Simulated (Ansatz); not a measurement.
# LiCa4N3, from a guessed structure to a relaxed one

This structure for LiCa4N3 is made up. Its elements were placed in a known structure type with a cell scaled to their sizes. What cell does the guess relax to, and how far off was it?

Method: DFT, PBE, plane-wave PAW, files of the set soft_1, scalar-relativistic, no spin, cell and ions relaxed at zero pressure; PAW set soft_1, in the first sound run; inputs show where later runs differ, in Ansatz 0.2.0.

**1. The structure**

The structure is trigonal, space group R-3m (No. 166). Conventional cell: a = 4.355 Å, b = 4.355 Å, c = 34.674 Å, α = 90.00°, β = 90.00°, γ = 120.00°. Ca has 4 N at 2.49 to 2.76 Å nearest. Ca has 4 N at 2.56 to 3.13 Å nearest. N has 8 Ca at 2.76 to 3.13 Å nearest. Nearest to N lie 4 Ca at 2.49 to 2.56 Å. Nearest to Li lie 6 N at 3.31 Å. Farther neighbours and most contacts between anions are not listed.

**2. Relaxation of the guess**

The guess takes its coordinates from another compound and its volume from a rule, so the cell and any free coordinates are relaxed together.

input.yaml

```yaml
crystal:
  lattice:
    - [2.1775, 1.257180211, 11.558]
    - [-2.1775, 1.257180211, 11.558]
    - [0.0, -2.514360422, 11.558]
  atoms:
    - { symbol: Ca, position: [0.699499998, 0.699499998, 0.699499998] }
    - { symbol: Ca, position: [0.300500002, 0.300500002, 0.300500002] }
    - { symbol: Ca, position: [0.909799998, 0.909799998, 0.909799998] }
    - { symbol: Ca, position: [0.090200002, 0.090200002, 0.090200002] }
    - { symbol: "N", position: [0.0, 0.0, 0.0] }
    - { symbol: "N", position: [0.771399998, 0.771399998, 0.771399998] }
    - { symbol: "N", position: [0.228600002, 0.228600002, 0.228600002] }
    - { symbol: Li, position: [0.5, 0.5, 0.5] }
kpoints:
  mp_grid: { grid: [7, 7, 7] }
scf:
  occupations: { method: fermi_dirac, width: 0.05 }
hamiltonian:
  xc: pbe
  pseudopotentials: { kind: paw, azcp: { folder: soft_1 } }
relax:
  f_tol: 0.015
  max_steps: 70
  cell: {}
output:
  forces: true
  stress: true
```

Command:

```console
$ ansatz run input.yaml --threads 4 --pin off --max-ram 10240MiB --backend cpu --events-out ev --progress --plain --runs-dir out
```

Numbers of over 12 decimals in the logs are rounded to 6 here.

Output:

```text
basis.fft_grid_basis auto: the FFT boxes are laid along the combinations [[1, 0, -1], [0, 1, -1], [0, 0, 1]] of the cell's own vectors, 4.355, 4.355 and 11.828 Å long. The dense box has 30×30×80 points. Along the cell's own vectors, as sized, it would have 80×80×80, 7.11 times as many. Of the 12 symmetry operations that the crystal satisfies within crystal.symmetry.tolerance (time reversal apart; of a slab, those tha [...]
Engine: ansatz 0.2.0, x86_64-unknown-linux-gnu
Pseudopotentials: kind: paw
Pseudopotential: Ca, paw, valence charge 10, recommended cutoff 420 eV (normal), soft_1/Ca.paw.azcp
Pseudopotential: N, paw, valence charge 5, recommended cutoff 420 eV (normal), soft_1/N.paw.azcp
Pseudopotential: Li, paw, valence charge 3, recommended cutoff 420 eV (normal), soft_1/Li.paw.azcp
Functional definition: PBE
  parameter kappa = 0.804
  parameter beta = 0.066725
  exchange = pbe_x(kappa = kappa, mu = beta*pi^2/3)
  correlation = pbe_c(beta = beta)
Crystal: 8 atoms, lattice volume = 189.841 Å³
Basis set: ecut = 420 eV, 3729 PW (Γ), FFT grids on a1−a3, a2−a3, a3, exchange–correlation on 60×60×160 points (8 copies of the dense FFT grid, shifted against one another)
Bands: 37, of which v1, the nominal top of the filled ones, is band 29 counted from 1 (28 counted from 0)
Symmetry: 12 space group operations
Space group: R-3m (ITA 166), of the structure as read, at distance tolerance 5.7e-5 Å
k-points: 44 of 343
Non-local potential: Ca, projectors of the file, l = 0: 3, l = 1: 2, l = 2: 2
Non-local potential: N, projectors of the file, l = 0: 2, l = 1: 2, l = 2: 1
Non-local potential: Li, projectors of the file, l = 0: 3, l = 1: 2, l = 2: 1
PAW form: soft (Blöchl's): semilocal exchange-correlation on the pseudo side does not see the compensation charge
PAW one-centre angular grid: Ca, 110 points (default); XC on 64 Gauss nodes
PAW one-centre angular grid: N, 110 points (default); XC on 64 Gauss nodes
PAW one-centre angular grid: Li, 110 points (default); XC on 96 Gauss nodes
Initial density: superposition of atomic densities (chi_scale 0.1, normalization cell, long waves kept (reshape's long-wave potential 0.70 eV rms))
Initial wavefunctions: pseudopotential atomic-orbital guess
Functional: x = pbe(κ = 0.804, μ = 0.219515), c = pbe(β = 0.066725)
SCF iter   1: F=—  HF=-8628.674524 eV  |F-HF|=—  |Δ(HF+E_count)|=         —  Δρ=6.03e-2  dr2=1.92e1  ethr=3.10e-3  ⟨swp⟩=12.8  Hψ=10482  notcnv=0  defer=8
preconditioner: auto → Kerker (q_TF=auto, 2.239 Å⁻¹)  [metal: Δε(μ)=0.114 eV  Ē_g=5.560 eV  σ=0.050 eV  W_gap=0.48  n_scr=44 (ndim 8)  ℏωp=13.2 eV  f_vac=0.000  D(μ)=1.14/eV (n_scr^D=2)]
SCF iter   2: F=—  HF=-8626.589004 eV  |F-HF|=—  |Δ(HF+E_count)|=    2.09e0  Δρ=2.27e-2  dr2=5.16e0  ethr=3.10e-3  ⟨swp⟩=3.0  Hψ=3592  notcnv=0  defer=51
SCF iter   3: F=—  HF=-8625.953080 eV  |F-HF|=—  |Δ(HF+E_count)|=   6.36e-1  Δρ=1.26e-2  dr2=2.47e0  ethr=3.10e-3  ⟨swp⟩=3.5  Hψ=2424  notcnv=0  defer=52
SCF iter   4: F=—  HF=-8625.540337 eV  |F-HF|=—  |Δ(HF+E_count)|=   4.13e-1  Δρ=5.15e-3  dr2=4.87e-1  ethr=3.10e-3  ⟨swp⟩=4.1  Hψ=2879  notcnv=0  defer=62
SCF iter   5: F=—  HF=-8625.498303 eV  |F-HF|=—  |Δ(HF+E_count)|=   4.20e-2  Δρ=3.35e-3  dr2=1.24e-1  ethr=8.39e-4  ⟨swp⟩=3.6  Hψ=2261  notcnv=0  defer=66
SCF iter   6: F=—  HF=-8625.487008 eV  |F-HF|=—  |Δ(HF+E_count)|=   1.13e-2  Δρ=1.65e-3  dr2=2.70e-2  ethr=2.13e-4  ⟨swp⟩=3.9  Hψ=2550  notcnv=0  defer=69
SCF iter   7: F=—  HF=-8625.485256 eV  |F-HF|=—  |Δ(HF+E_count)|=   1.75e-3  Δρ=5.92e-4  dr2=3.85e-3  ethr=4.66e-5  ⟨swp⟩=1.5  Hψ=1636  notcnv=0  defer=69
SCF iter   8: F=—  HF=-8625.485070 eV  |F-HF|=—  |Δ(HF+E_count)|=   1.86e-4  Δρ=2.01e-4  dr2=3.59e-4  ethr=6.65e-6  ⟨swp⟩=2.2  Hψ=2001  notcnv=0  defer=69
SCF iter   9: F=—  HF=-8625.485046 eV  |F-HF|=—  |Δ(HF+E_count)|=   2.40e-5  Δρ=9.39e-5  dr2=5.78e-5  ethr=6.19e-7  ⟨swp⟩=2.0  Hψ=1953  notcnv=0  defer=69
SCF iter  10: F=—  HF=-8625.485153 eV  |F-HF|=—  |Δ(HF+E_count)|=   1.07e-4  Δρ=4.27e-5  dr2=7.94e-6  ethr=9.96e-8  ⟨swp⟩=2.0  Hψ=2368  notcnv=0  defer=69
SCF iter  11: F=—  HF=-8625.485154 eV  |F-HF|=—  |Δ(HF+E_count)|=   1.53e-6  Δρ=1.93e-5  dr2=1.29e-6  ethr=1.37e-8  ⟨swp⟩=2.0  Hψ=2233  notcnv=0  defer=69
SCF iter  12: F=—  HF=-8625.485155 eV  |F-HF|=—  |Δ(HF+E_count)|=   2.65e-7  Δρ=7.52e-6  dr2=2.27e-7  ethr=2.23e-9  ⟨swp⟩=2.0  Hψ=2082  notcnv=0  defer=69
SCF iter  13: F=-8625.485155 eV  HF=-8625.485155 eV  |F-HF|=5.33e-9  |Δ(HF+E_count)|=   3.64e-9  Δρ=2.96e-6  dr2=3.01e-8  ethr=1.72e-10  ⟨swp⟩=4.0  Hψ=4705  notcnv=0
SCF 1 converged in 13 iterations: F = -8625.485155 eV  dr2 = 3.01e-8
  greatest PAW one-centre occupation: 1.000 electrons in one spin orbital (limit 2), on the Li atom at site 7 (counted from 0), in its partial waves of l = 0
relax step   1: F+E_penalty+E_count = -8625.48515459 eV  Δ(F+E_penalty+E_count) = +0.000e0 eV  max|allowed force component| = 1.873e0 eV/Å  Δτ_max = 0.0000 Å  P = -8.557 GPa  Ω = 189.841 Å³  (13 SCF iters, dr2 threshold 1.00e-7 eV, accepted)
Crystal: 8 atoms, lattice volume = 174.146 Å³
Basis set: ecut = 420 eV, 3385 PW (Γ), FFT grids on a1−a3, a2−a3, a3, exchange–correlation on 60×60×160 points (8 copies of the dense FFT grid, shifted against one another)
Initial density: handed on by an earlier stage of this run
Initial wavefunctions: those handed on with the density
iter 1 solved again at ethr=1.17e-3 eV; its pass at ethr=3.10e-3 eV (dr2=6.76e-1 eV) is discarded
SCF iter   1: F=—  HF=-8627.278553 eV  |F-HF|=—  |Δ(HF+E_count)|=         —  Δρ=1.44e-2  dr2=6.78e-1  ethr=1.17e-3  ⟨swp⟩=1.4  Hψ=8951  notcnv=0
preconditioner: auto → Resta (q_TF=auto, 2.271 Å⁻¹)  ε∞=5.3  [insulator: Δε(μ)=0.471 eV  Ē_g=6.616 eV  σ=0.050 eV  W_gap=0.94  n_scr=38 (ndim 8)  ℏωp=13.8 eV  f_vac=0.000  D(μ)=0.02/eV (n_scr^D=0)  ε∞_Penn≈5.3]
SCF iter   2: F=—  HF=-8627.134960 eV  |F-HF|=—  |Δ(HF+E_count)|=   1.44e-1  Δρ=6.38e-3  dr2=1.08e-1  ethr=1.17e-3  ⟨swp⟩=2.3  Hψ=2790  notcnv=0
SCF iter   3: F=—  HF=-8627.112833 eV  |F-HF|=—  |Δ(HF+E_count)|=   2.21e-2  Δρ=2.11e-3  dr2=1.17e-2  ethr=1.87e-4  ⟨swp⟩=2.4  Hψ=2838  notcnv=0  defer=34
SCF iter   4: F=—  HF=-8627.111650 eV  |F-HF|=—  |Δ(HF+E_count)|=   1.18e-3  Δρ=7.76e-4  dr2=1.56e-3  ethr=2.02e-5  ⟨swp⟩=2.0  Hψ=2029  notcnv=0  defer=34
SCF iter   5: F=—  HF=-8627.111621 eV  |F-HF|=—  |Δ(HF+E_count)|=   2.89e-5  Δρ=2.16e-4  dr2=1.17e-4  ethr=2.69e-6  ⟨swp⟩=2.0  Hψ=2105  notcnv=0  defer=34
SCF iter   6: F=—  HF=-8627.111944 eV  |F-HF|=—  |Δ(HF+E_count)|=   3.23e-4  Δρ=6.60e-5  dr2=9.09e-6  ethr=2.03e-7  ⟨swp⟩=2.0  Hψ=1943  notcnv=0  defer=34
[...]
relax step   6: F+E_penalty+E_count = -8628.69279987 eV  Δ(F+E_penalty+E_count) = -3.443e-1 eV  max|allowed force component| = 4.129e-1 eV/Å  Δτ_max = 0.1955 Å  P = -0.220 GPa  Ω = 138.354 Å³  energy of the carried Pulay correction = +3.130e-2 eV  (7 SCF iters, dr2 threshold 8.00e-7 eV, accepted)
relax step   7: F+E_penalty+E_count = -8628.95036180 eV  Δ(F+E_penalty+E_count) = -2.576e-1 eV  max|allowed force component| = 1.736e-1 eV/Å  Δτ_max = 0.1957 Å  P = +1.298 GPa  Ω = 133.347 Å³  energy of the carried Pulay correction = +3.488e-2 eV  (7 SCF iters, dr2 threshold 8.00e-7 eV, accepted)
relax step   8: F+E_penalty+E_count = -8628.96602248 eV  Δ(F+E_penalty+E_count) = -1.566e-2 eV  max|allowed force component| = 2.580e-1 eV/Å  Δτ_max = 0.0599 Å  P = -0.036 GPa  Ω = 135.083 Å³  energy of the carried Pulay correction = +3.363e-2 eV  (6 SCF iters, dr2 threshold 8.00e-7 eV, accepted)
relax step   9: F+E_penalty+E_count = -8628.98021255 eV  Δ(F+E_penalty+E_count) = -1.419e-2 eV  max|allowed force component| = 4.375e-2 eV/Å  Δτ_max = 0.0401 Å  P = +0.017 GPa  Ω = 135.104 Å³  energy of the carried Pulay correction = +3.361e-2 eV  (6 SCF iters, dr2 threshold 8.00e-7 eV, accepted)
relax step  10: F+E_penalty+E_count = -8628.98019972 eV  Δ(F+E_penalty+E_count) = +1.283e-5 eV  max|allowed force component| = 4.235e-2 eV/Å  Δτ_max = 0.0125 Å  P = -0.023 GPa  Ω = 134.998 Å³  energy of the carried Pulay correction = +3.369e-2 eV  (6 SCF iters, dr2 threshold 1.20e-7 eV, rejected (line search))
relax step  11: F+E_penalty+E_count = -8628.98047595 eV  Δ(F+E_penalty+E_count) = -2.634e-4 eV  max|allowed force component| = 5.565e-3 eV/Å  Δτ_max = 0.0060 Å  P = -0.014 GPa  Ω = 135.081 Å³  energy of the carried Pulay correction = +3.363e-2 eV  (7 SCF iters, accepted)
relax step  12: F+E_penalty+E_count = -8628.97375081 eV  Δ(F+E_penalty+E_count) = +6.725e-3 eV  max|allowed force component| = 5.404e-3 eV/Å  Δτ_max = 0.0000 Å  P = -0.130 GPa  Ω = 135.081 Å³  stress off target by 1.44e-1 GPa  SCF on the basis re-selected at this cell (its energy is not comparable with the rows above)  (6 SCF iters)
relax step  13: F+E_penalty+E_count = -8628.97407297 eV  Δ(F+E_penalty+E_count) = -3.222e-4 eV  max|allowed force component| = 1.446e-3 eV/Å  Δτ_max = 0.0024 Å  P = -0.001 GPa  Ω = 134.800 Å³  energy of the carried Pulay correction = +1.902e-4 eV  (6 SCF iters, dr2 threshold 5.17e-8 eV, accepted)
iter 1 solved again at ethr=2.65e-7 eV; its pass at ethr=3.10e-3 eV (dr2=1.54e-4 eV) is discarded
SCF iter   1: F=—  HF=-8628.973918 eV  |F-HF|=—  |Δ(HF+E_count)|=         —  Δρ=5.44e-6  dr2=1.09e-8  ethr=2.65e-7  ⟨swp⟩=3.0  Hψ=12676  notcnv=0
eigensolver tolerance schedule: the retry pair's looser diagonalisation over-reported the residual by 14119.08 of it (diagonalisation noise at an unbounded share of the residual, at the tolerance the schedule requests for it); recorded, not acted on — ethr = c·dr2/N_el stays at c = 1.0e-1
SCF iter   2: F=—  HF=-8628.973915 eV  |F-HF|=—  |Δ(HF+E_count)|=   3.35e-6  Δρ=2.66e-6  dr2=2.88e-9  ethr=1.88e-11  ⟨swp⟩=3.0  Hψ=3432  notcnv=0
SCF iter   3: F=—  HF=-8628.973915 eV  |F-HF|=—  |Δ(HF+E_count)|=   4.94e-9  Δρ=1.49e-6  dr2=7.73e-10  ethr=4.97e-12  ⟨swp⟩=2.0  Hψ=1988  notcnv=0
iter 4 did not close the SCF: its close was put off for the readings that it lacked (scf_convergence_deferred on its scf_iter line)
SCF iter   4: F=-8628.973915 eV  HF=-8628.973915 eV  |F-HF|=1.64e-11  |Δ(HF+E_count)|=   2.52e-9  Δρ=2.44e-7  dr2=7.77e-11  ethr=1.33e-12  ⟨swp⟩=2.0  Hψ=2156  notcnv=0
iter 5 did not close the SCF: its close was put off for the readings that it lacked (scf_convergence_deferred on its scf_iter line)
SCF iter   5: F=-8628.973915 eV  HF=-8628.973915 eV  |F-HF|=1.82e-12  |Δ(HF+E_count)|=  2.36e-11  Δρ=5.98e-8  dr2=7.58e-12  ethr=1.00e-12  ⟨swp⟩=1.0  Hψ=1628  notcnv=0
iter 6 did not close the SCF: its close was put off for the readings that it lacked (scf_convergence_deferred on its scf_iter line)
SCF iter   6: F=-8628.973915 eV  HF=-8628.973915 eV  |F-HF|=1.82e-12  |Δ(HF+E_count)|=  1.82e-12  Δρ=2.03e-8  dr2=7.86e-13  ethr=1.00e-12  ⟨swp⟩=1.0  Hψ=1628  notcnv=0
iter 7 did not close the SCF: its close was put off for the readings that it lacked (scf_convergence_deferred on its scf_iter line)
SCF iter   7: F=-8628.973915 eV  HF=-8628.973915 eV  |F-HF|=0.00e0  |Δ(HF+E_count)|=  1.82e-12  Δρ=1.05e-8  dr2=1.93e-13  ethr=1.00e-12  ⟨swp⟩=1.0  Hψ=1628  notcnv=0
SCF iter   8: F=-8628.973915 eV  HF=-8628.973915 eV  |F-HF|=1.82e-12  |Δ(HF+E_count)|=  1.82e-12  Δρ=2.37e-9  dr2=9.56e-15  ethr=1.00e-12  ⟨swp⟩=2.0  Hψ=3611  notcnv=0
SCF 14 converged in 8 iterations: F = -8628.973915 eV  dr2 = 9.56e-15
relax step  14: F+E_penalty+E_count = -8628.97391457 eV  Δ(F+E_penalty+E_count) = +1.584e-4 eV  max|allowed force component| = 1.438e-3 eV/Å  Δτ_max = 0.0000 Å  P = -0.004 GPa  Ω = 134.800 Å³  stress off target by 4.59e-3 GPa  SCF on the basis re-selected at this cell (its energy is not comparable with the rows above)  (8 SCF iters)
basis re-selected at this cell: Δ(F+E_penalty+E_count) = +1.584e-4 eV, ΔP = -0.002 GPa vs the last step (what re-selecting the basis moved, of the pressure what is left beyond the Pulay correction that the steps carried, after the strain that the cell walked since its last selection, with what the two solves' SCF thresholds leave and, on support functions, any second-order correction that the steps lacked; it is no m [...]
SCF converged after 8 iterations
Free energy (F): -8628.973915 eV
Harris-Foulkes:  -8628.973915 eV  (|F-HF|=1.82e-12)
Internal energy: -8628.973914 eV  (E = F + TS)
E sigma→0 (E₀):  -8628.973914 eV
Entropy (-TS):   -0.000001 eV (-0.000 meV/atom)
Fermi energy:    7.633635 eV
--- Per-component energies (eV) ---
  E_band       = -566.929524
  E_kinetic    = 1418.648959
  E_local      = -3560.837083  (includes V_loc(G=0)·N_el)
  E_nonlocal   = 447.245078
  E_hartree    = 1184.937096
  E_xc         = -702.705878
  E_vxc        = -877.726809  (∫ρ·V_xc dr)
  E_paw        = -3867.230771  (= ΣΔE_a)
  E_vpaw       = -364.136556  (= ΣTr[D̂ρ^β])
  E_aug_tail   = 0.002696  (compensation charges beyond the density's cutoff)
  E_ewald      = -3549.034010
  E_smearing   = -0.000001  (= −TS)
  E_closure    = -0.000000  (closes the sum)
  Σ components = -8628.973915   (vs F -8628.973915, Δ=0.00e0)
--- Forces (eV/Å), atoms counted from 1 ---
  atom   1  Ca    -0.00000000    -0.00000000    -0.00143801
  atom   2  Ca     0.00000000     0.00000000     0.00143801
  atom   3  Ca    -0.00000000    -0.00000000     0.00018540
  atom   4  Ca     0.00000000     0.00000000    -0.00018540
  atom   5  N     -0.00000000     0.00000000     0.00000000
  atom   6  N     -0.00000000    -0.00000000     0.00005293
  atom   7  N      0.00000000     0.00000000    -0.00005293
  atom   8  Li    -0.00000000     0.00000000     0.00000000
  max |Σ_I F_I| component: 1.85e-17 eV/Å
--- Stress (GPa, compression-positive) ---
       -0.003145       0.000000       0.000000
        0.000000      -0.003145       0.000000
        0.000000       0.000000      -0.004595
  P = ⅓ Tr σ = -0.0036 GPa (-0.036 kbar)
--- Relaxed structure (12 steps of the walk, 11 accepted, 2 SCFs on fresh bases) ---
  F+E_penalty+E_count = -8628.97391457 eV   max|allowed force component| = 1.438e-3 eV/Å   (the final SCF, on the basis selected at the relaxed cell)
  cell:  # Å, volume = 134.7995 Å³
    - [2.039051, 1.177246, 9.359264]
    - [-2.039051, 1.177246, 9.359264]
    - [0, -2.354493, 9.359264]
  atoms:
    - { symbol: Ca, position: [0.705151, 0.705151, 0.705151] }
    - { symbol: Ca, position: [0.294849, 0.294849, 0.294849] }
    - { symbol: Ca, position: [0.878052, 0.878052, 0.878052] }
    - { symbol: Ca, position: [0.121948, 0.121948, 0.121948] }
    - { symbol: N, position: [0, 0, 0] }
    - { symbol: N, position: [0.789676, 0.789676, 0.789676] }
    - { symbol: N, position: [0.210324, 0.210324, 0.210324] }
    - { symbol: Li, position: [0.500000, 0.500000, 0.500000] }
```

The job ended after 29 s (4 threads of INTEL XEON PLATINUM 8581C at 2.30GHz (Emerald Rapids), shared host; peak memory 0.73 GiB).

Relaxation path:

```tsv
step	energy less that of the first step (eV)	largest force component (eV/Å)	pressure (GPa)	volume (Å³)
1	0.0000	1.8730	-8.56	189.84
2	-1.6268	0.7527	-5.88	174.15
3	-2.2763	0.7075	-0.02	153.93
4	-2.5738	0.4601	-0.16	148.55
5	-2.8634	0.4095	-0.67	144.18
6	-3.2076	0.4129	-0.22	138.35
7	-3.4652	0.1736	1.30	133.35
8	-3.4809	0.2580	-0.04	135.08
9	-3.4951	0.0437	0.02	135.10
10	-3.4950	0.0423	-0.02	135.00
11	-3.4953	0.0056	-0.01	135.08
12*	-3.4886	0.0054	-0.13	135.08
13	-3.4889	0.0014	0.00	134.80
14*	-3.4888	0.0014	0.00	134.80
```

Relaxation steps marked * repeat the geometry before them on a plane-wave basis chosen anew for their cell, so energy and pressure can jump there. Relaxation step 10 was tried and not accepted.

Forces are held to the 12 operations that the run works with; a distortion that breaks them can't arise in this run.

```tsv
cell as run	before	after	change
a (Å)	11.828	9.651	-18.4 %
b (Å)	11.828	9.651	-18.4 %
c (Å)	11.828	9.651	-18.4 %
α (°)	21.22	24.39	+15.0 %
β (°)	21.22	24.39	+15.0 %
γ (°)	21.22	24.39	+15.0 %
volume (Å³/atom)	23.73	16.85	-29.0 %
```

The atoms that moved most (Å, as changes of fractional coordinates times the final cell):

```tsv
atom	dx	dy	dz	length
Ca4	0.000	0.000	0.891	0.891
Ca3	0.000	0.000	-0.891	0.891
N7	0.000	0.000	-0.513	0.513
N6	0.000	0.000	0.513	0.513
Ca1	0.000	0.000	0.159	0.159
Ca2	0.000	0.000	-0.159	0.159
```

Numbers from this step:

```
free energy         : -8628.9739 eV
Fermi energy        : 7.634 eV
gap by band count   : 1.083 eV
electrons           : 58
symmetry operations : 12
pressure            : -0.003628 GPa
```

The shortest distance of each pair, which need not be the same contact before and after:

```tsv
pair	guess (Å)	relaxed (Å)
Ca–N	2.493	2.355
Li–N	3.307	2.654
Ca–Li	3.654	2.668
Ca–Ca	3.206	3.196
N–N	4.355	3.399
```

The relaxation ends with a largest force component of 0.0014 eV/Å and a pressure of 0.00 GPa.

[end of part 1 of 2]

[Logs are printed without paths, hosts, clocks, repeated set-up lines and the standing remarks that a program may print on its own settings, such as how far it seeks lower states.]

[Hosts, paths, dates, database ids (printed as entryN), source tags and the programs' standing remarks are cut or masked in the printed files.]
